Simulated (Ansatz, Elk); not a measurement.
# How far do independent atoms describe Mg3RuS?

The structure of Mg3RuS used here is made up (a known structure type with other elements) and was relaxed beforehand with PBE. The aim is the Fourier transform of its all-electron density, F(hkl), set beside the sum over free spherical atoms that refinements use.

Method: DFT, PBE, all-electron APW+lo, Dirac cores, scalar-relativistic bands, static density, no spin, in Elk 11.2.3 (patched build).

The structure was built from a prototype and need not be the compound's stable phase.

**1. The structure**

Symmetry: Pm-3m, No. 221, cubic system. The conventional cell has a = 4.672 Å, b = 4.672 Å, c = 4.672 Å, α = 90.00°, β = 90.00°, γ = 90.00°. Ru has 12 Mg at 3.30 Å nearest. S has 6 Mg at 2.34 Å nearest. Nearest to Mg lie 2 S at 2.34 Å. Farther neighbours and most contacts between anions are not listed.

Coordinates:

```cif
data_structure
_symmetry_space_group_name_H-M 'Pm-3m'
_symmetry_Int_Tables_number 221
_cell_length_a 4.6724
_cell_length_b 4.6724
_cell_length_c 4.6724
_cell_angle_alpha 90.000
_cell_angle_beta 90.000
_cell_angle_gamma 90.000
_cell_volume 102.00
loop_
_atom_site_label
_atom_site_type_symbol
_atom_site_symmetry_multiplicity
_atom_site_Wyckoff_symbol
_atom_site_fract_x
_atom_site_fract_y
_atom_site_fract_z
_atom_site_occupancy
Ru1 Ru 1 a 0.00000 0.00000 0.00000 1
S1 S 1 b 0.50000 0.50000 0.50000 1
Mg1 Mg 3 c 0.50000 0.50000 0.00000 1
```

**2. Ground state and structure factors**

An all-electron density is needed, since X-rays see the cores too. Task 0 finds the density and task 195 Fourier-transforms it; tshift is off so that phases refer to the origin typed.

elk.in

```
tasks
  0
  195

xctype
  20

spinpol
  .false.

rgkmax
  7.0

gmaxvr
  14.0

lmaxo
  7

lmaxapw
  8

swidth
  0.002

tshift
  .false.

hmaxvr
  5.5

maxscl
  120

epspot
  1e-06

sppath
  './'

avec
  8.82952449517 0.00000000000 -0.00000000000
  -0.00000000000 8.82952449517 0.00000000000
  -0.00000000000 0.00000000000 8.82952449517

atoms
  3
  'Ru.in'
  1
  0.0000000000 0.0000000000 -0.0000000000   0.000000 0.000000 0.000000
  'S.in'
  1
  0.5000000000 0.5000000000 0.5000000000   0.000000 0.000000 0.000000
  'Mg.in'
  3
  0.5000000000 0.5000000000 0.0000000000   0.000000 0.000000 0.000000
  0.5000000000 0.0000000000 0.5000000000   0.000000 0.000000 0.000000
  -0.0000000000 0.5000000000 0.5000000000   0.000000 0.000000 0.000000

ngridk
  5 5 5
```

The run is started by

```console
$ OMP_NUM_THREADS=4 elk
```

Numbers of over 12 decimals in the logs are rounded to 6 here.

The log of the run:

```text
┌─────────────────────────┐
│ Elk code version 11.2.3 │
└─────────────────────────┘

All units are atomic (Hartree, Bohr, etc.)

┌─────────────────────────────────────────────────┐
│ Ground-state run starting from atomic densities │
└─────────────────────────────────────────────────┘

Lattice vectors :
   8.829524495       0.000000000      -0.000000000
  -0.000000000       8.829524495       0.000000000
  -0.000000000       0.000000000       8.829524495

Reciprocal lattice vectors :
  0.7116108360       0.000000000       0.000000000
  -0.000000000      0.7116108360      -0.000000000
   0.000000000       0.000000000      0.7116108360

Unit cell volume      :    688.3541692
Brillouin zone volume :   0.3603525983

Muffin-tin inner radius fraction :   0.1000000000E-01

Nuclei treated as point charges

Species : 1 (Ru)
 parameters loaded from : Ru.in
 name : ruthenium
 nuclear charge    :   -44.00000000
 electronic charge :    44.00000000
 atomic mass :    184239.3393
 muffin-tin radius :    2.600000000
 number of radial points in muffin-tin :   1193
 inner part over the whole radius :   0.9963931919E-02
 number on inner part of muffin-tin    :    849
 approximate nuclear radius :   0.8462081736E-04
 number of mesh points to nuclear radius :    422
 atomic positions (lattice), magnetic fields (Cartesian) :
  1 :   0.00000000  0.00000000  0.00000000    0.00000000  0.00000000  0.00000000

Species : 2 (S)
 parameters loaded from : S.in
 name : sulphur
 nuclear charge    :   -16.00000000
 electronic charge :    16.00000000
 atomic mass :    58450.91931
 muffin-tin radius :    2.182381124
 number of radial points in muffin-tin :    793
 inner part over the whole radius :   0.9914584493E-02
 number on inner part of muffin-tin    :    554
 approximate nuclear radius :   0.6195814986E-04
 number of mesh points to nuclear radius :    251
 atomic positions (lattice), magnetic fields (Cartesian) :
  1 :   0.50000000  0.50000000  0.50000000    0.00000000  0.00000000  0.00000000

Species : 3 (Mg)
 parameters loaded from : Mg.in
 name : magnesium
 nuclear charge    :   -12.00000000
 electronic charge :    12.00000000
 atomic mass :    44305.30466
 muffin-tin radius :    2.182381124
 number of radial points in muffin-tin :    793
 inner part over the whole radius :   0.9965884887E-02
 number on inner part of muffin-tin    :    552
 approximate nuclear radius :   0.5710277704E-04
 number of mesh points to nuclear radius :    241
 atomic positions (lattice), magnetic fields (Cartesian) :
  1 :   0.50000000  0.50000000  0.00000000    0.00000000  0.00000000  0.00000000
  2 :   0.50000000  0.00000000  0.50000000    0.00000000  0.00000000  0.00000000
  3 :   0.00000000  0.50000000  0.50000000    0.00000000  0.00000000  0.00000000

Total number of atoms per unit cell :    5
Total muffin-tin volume :    247.7789583
 ratio of muffin-tin to unit cell volume :   0.3599585350

Spin treatment :
 spin-unpolarised

Number of Bravais lattice symmetries :   48
Number of crystal symmetries         :   48
Crystal has inversion symmetry
Real symmetric eigensolver will be used

k-point grid :      5     5     5
k-point offset :    0.000000000       0.000000000       0.000000000
k-point set is reduced with full crystal symmetry group
Total number of k-points :       10

Muffin-tin radius times maximum |G+k| :    7.000000000
 using average radius
Maximum |G+k| for APW functions       :    3.089273518
Maximum (1/2)|G+k|²                   :    4.771805436
Maximum |G| for potential and density :    14.00000000
Constant for pseudocharge density :    9
 order of it for each species :   16  16  16
 order of it for pair densities of each species (exact exchange by exxq0 0: 17) :   13   9   9
Radial integration step length :    1

G-vector grid sizes :     40    40    40
Number of G-vectors :    31919

Maximum angular momentum used for
 APW functions            :    8
 outer part of muffin-tin :    7
 inner part of muffin-tin :    2

Total nuclear charge    :   -96.00000000
[...]
xc potential                :     -272.34579858498
 exchange                    :     -204.52415542542
 correlation                 :     -4.291707
 electron entropic           :    -0.24398938548407E-03
 total energy                :     -5532.9593306796

Density of states at Fermi energy :    10.28717261
 (states/Hartree/unit cell)

Estimated indirect band gap :   0.1605049461E-01
 from k-point 6 to k-point 3
Estimated direct band gap   :   0.1704820360E-01
 at k-point 3

Charges :
 core                        :    44.00000000
 valence                     :    52.00000000
 interstitial                :    7.179083839
 muffin-tins (core leakage)
  species : 1 (Ru)
   atom 1                    :    42.38311596     ( -0.2967462223E-06)
  species : 2 (S)
[...]
species : 3 (Mg)
[...]
total in muffin-tins        :    88.82091616
 total calculated charge     :    95.99950313
 total charge                :    96.00000000
 error                       :   0.4968676063E-03

RMS change in Kohn-Sham potential (target) :   0.6191280137     (  0.1000000000E-05)
Absolute change in total energy (target)   :   0.3990588532     (  0.1000000000E-03)

[... loops 3 to 14 left out ...]

┌──────────────────┐
│ Loop number : 15 │
└──────────────────┘

Energies :
 Fermi                       :     0.170173
 sum of occupied eigenvalues :     -3248.6382269573
 electron kinetic            :      5717.4750773628
 core electron kinetic       :      5377.0391102431
 Coulomb                     :     -11040.594469111
 Coulomb potential           :     -8694.7141707319
 nuclear-nuclear             :     -624.80348006441
 electron-nuclear            :     -12149.438051984
 Hartree                     :      1733.6470629374
 Madelung                    :     -6693.2373837448
 xc potential                :     -271.39913358824
 exchange                    :     -204.58794801880
 correlation                 :     -4.295901
 electron entropic           :    -0.28673493569698E-03
 total energy                :     -5532.0035273548

Density of states at Fermi energy :    12.47032026
 (states/Hartree/unit cell)

Estimated indirect band gap :   0.1547839252E-01
 from k-point 6 to k-point 10
Estimated direct band gap   :   0.1816272047E-01
 at k-point 3

Charges :
 core                        :    44.00000000
 valence                     :    52.00000000
 interstitial                :    7.187986938
 muffin-tins (core leakage)
  species : 1 (Ru)
[...]
species : 2 (S)
[...]
species : 3 (Mg)
[...]
total in muffin-tins        :    88.81201306
 total calculated charge     :    95.99949291
 total charge                :    96.00000000
 error                       :   0.5070877757E-03

RMS change in Kohn-Sham potential (target) :   0.2368215643E-06 (  0.1000000000E-05)
Absolute change in total energy (target)   :   0.4410030215E-04 (  0.1000000000E-03)

Convergence targets achieved

┌──────────────────┐
│ Loop number : 16 │
└──────────────────┘

Energies :
 Fermi                       :     0.170173
 sum of occupied eigenvalues :     -3248.6382210263
 electron kinetic            :      5717.4750738112
 core electron kinetic       :      5377.0391100350
 Coulomb                     :     -11040.594463451
 Coulomb potential           :     -8694.7141790695
 nuclear-nuclear             :     -624.80348006441
 electron-nuclear            :     -12149.438031908
 Hartree                     :      1733.6470485212
 Madelung                    :     -6693.2373739167
 xc potential                :     -271.39911576794
 exchange                    :     -204.58794757161
 correlation                 :     -4.295901
 electron entropic           :    -0.28673521530911E-03
 total energy                :     -5532.0035248062

Density of states at Fermi energy :    12.47033401
 (states/Hartree/unit cell)

Estimated indirect band gap :   0.1547838934E-01
 from k-point 6 to k-point 10
Estimated direct band gap   :   0.1816271665E-01
 at k-point 3

Charges :
 core                        :    44.00000000
 valence                     :    52.00000000
 interstitial                :    7.187987403
 muffin-tins (core leakage)
  species : 1 (Ru)
[...]
species : 2 (S)
[...]
species : 3 (Mg)
   atom 1                    :    10.48596554     ( -0.9807413237E-07)
   atom 2                    :    10.48596554     ( -0.9807413237E-07)
   atom 3                    :    10.48596554     ( -0.9807413237E-07)
 total in muffin-tins        :    88.81201260
 total calculated charge     :    95.99949291
 total charge                :    96.00000000
 error                       :   0.5070882527E-03

┌──────────────────────────────┐
│ Self-consistent loop stopped │
└──────────────────────────────┘

Wrote STATE.OUT
```

It took 18 s on 4 threads of Arm Neoverse V2, shared host; peak memory 0.19 GiB.

SFACRHO.OUT:

```text

h k l indices transformed by vhmat matrix:
   1.000000000       0.000000000       0.000000000    
   0.000000000       1.000000000       0.000000000    
   0.000000000       0.000000000       1.000000000    

      h      k      l  multipl.   |H|            Re(F)            Im(F)           |F|

      0      0      0      1   0.0000000       95.999999     -0.29700136E-16   95.999999    
      0     -1      0      6  0.71161084       16.133262     -0.36231405E-14   16.133262    
     -1      0      1     12   1.0063697       41.161866     -0.16222121E-14   41.161866    
      1      1      1      8   1.2325461       50.616126     -0.25344054E-14   50.616126    
      0      0     -2      6   1.4232217       70.471431      0.65304792E-14   70.471431    
     -1      0     -2     24   1.5912102       14.379196     -0.57749972E-14   14.379196    
     -1      1     -2     24   1.7430834       33.363867     -0.90170713E-15   33.363867    
      2      2      0     12   2.0127394       60.913422     -0.11695355E-13   60.913422    
      2     -2      1     24   2.1348325       13.148059      0.53717729E-14   13.148059    
      0      0      3      6   2.1348325       12.858107      0.87469834E-14   12.858107    
     -3      1      0     24   2.2503110       29.608234      0.21181436E-14   29.608234    
     -1     -1     -3     24   2.3601461       39.468674      0.30718544E-14   39.468674    
      2     -2     -2      8   2.4650922       54.709232      0.52263997E-14   54.709232    
     -2     -3      0     24   2.5657494       12.004922     -0.96389412E-14   12.004922    
     -2      1      3     48   2.6626039       27.439149     -0.22618810E-14   27.439149    
      4      0      0      6   2.8464433       49.859973     -0.94846216E-14   49.859973    
      3      2     -2     24   2.9340466       11.371806      0.79145417E-14   11.371806    
     -4      0     -1     24   2.9340466       11.154686     -0.60340790E-14   11.154686
```

Elk indexes on the primitive cell of elk.in and gives |H| = 4π sin θ/λ in inverse bohr. Below, one row stands for each form hkl of the conventional cell (m members, Friedel mates merged), F is for one primitive cell and the density is static (no thermal factor). Free-atom factors are Waasmaier and Kirfel's, and R is Σm||F|−|F'||/Σm|F|.

| hkl | m | sin θ/λ (Å⁻¹) | abs F, DFT | neutral atoms | diff. |
| --- | --- | --- | --- | --- | --- |
| 100 | 6 | 0.107 | 16.133 | 16.110 | +0.024 |
| 110 | 12 | 0.151 | 41.162 | 40.944 | +0.218 |
| 111 | 8 | 0.185 | 50.616 | 51.242 | -0.626 |
| 200 | 6 | 0.214 | 70.471 | 70.683 | -0.211 |
| 210 | 24 | 0.239 | 14.379 | 14.552 | -0.173 |
| 211 | 24 | 0.262 | 33.364 | 33.492 | -0.128 |
| 220 | 12 | 0.303 | 60.913 | 60.974 | -0.061 |
| 221 | 24 | 0.321 | 13.148 | 12.991 | +0.157 |
| 300 | 6 | 0.321 | 12.858 | 12.991 | -0.133 |
| 310 | 24 | 0.338 | 29.608 | 29.702 | -0.094 |
| 311 | 24 | 0.355 | 39.469 | 39.412 | +0.057 |
| 222 | 8 | 0.371 | 54.709 | 54.658 | +0.051 |
| 320 | 24 | 0.386 | 12.005 | 11.901 | +0.104 |
| 321 | 48 | 0.400 | 27.439 | 27.395 | +0.044 |
| 400 | 6 | 0.428 | 49.860 | 49.965 | -0.105 |
| 322 | 24 | 0.441 | 11.372 | 11.178 | +0.194 |
| 410 | 24 | 0.441 | 11.155 | 11.178 | -0.023 |
| 411 | 24 | 0.454 | 25.803 | 25.814 | -0.011 |
| 330 | 12 | 0.454 | 25.895 | 25.814 | +0.082 |
| 331 | 24 | 0.467 | 32.661 | 32.548 | +0.113 |
| 420 | 24 | 0.479 | 46.252 | 46.267 | -0.015 |
| 421 | 48 | 0.490 | 10.784 | 10.711 | +0.074 |

**3. Summary of results**

| Property | Result |
| --- | --- |
| R against neutral atoms, sin θ/λ < 0.3 Å⁻¹ | 0.63 % |
| R against neutral atoms, 0.3 to 0.82 Å⁻¹ | 0.26 % |

Independent neutral atoms miss the calculated amplitudes by R = 0.63 % below 0.3 Å⁻¹ and 0.26 % from there to 0.82 Å⁻¹; by shells, 0.15 % below 0.15 Å⁻¹ (1 form), 0.65 % 0.15 to 0.3 (5 forms), 0.35 % 0.3 to 0.45 (11 forms), 0.24 % above 0.45 (57 forms). Bonding, aspherical density and the tables' own atoms all enter these figures, and the runs don't part them. The largest change of an amplitude is -0.63 electrons, at 111. The basis has no finished test. The k-mesh has no finished test. These runs have no spin, though d or f shells may be open. Part of the difference isn't bonding: the tables are fits to free atoms and ions calculated by other methods than this functional. Thermal motion, anomalous dispersion and extinction are left out.

[Logs are printed without paths, hosts, clocks, repeated set-up lines and the standing remarks that a program may print on its own settings, such as how far it seeks lower states.]

[Hosts, paths, dates, database ids (printed as entryN), source tags and the programs' standing remarks are cut or masked in the printed files.]
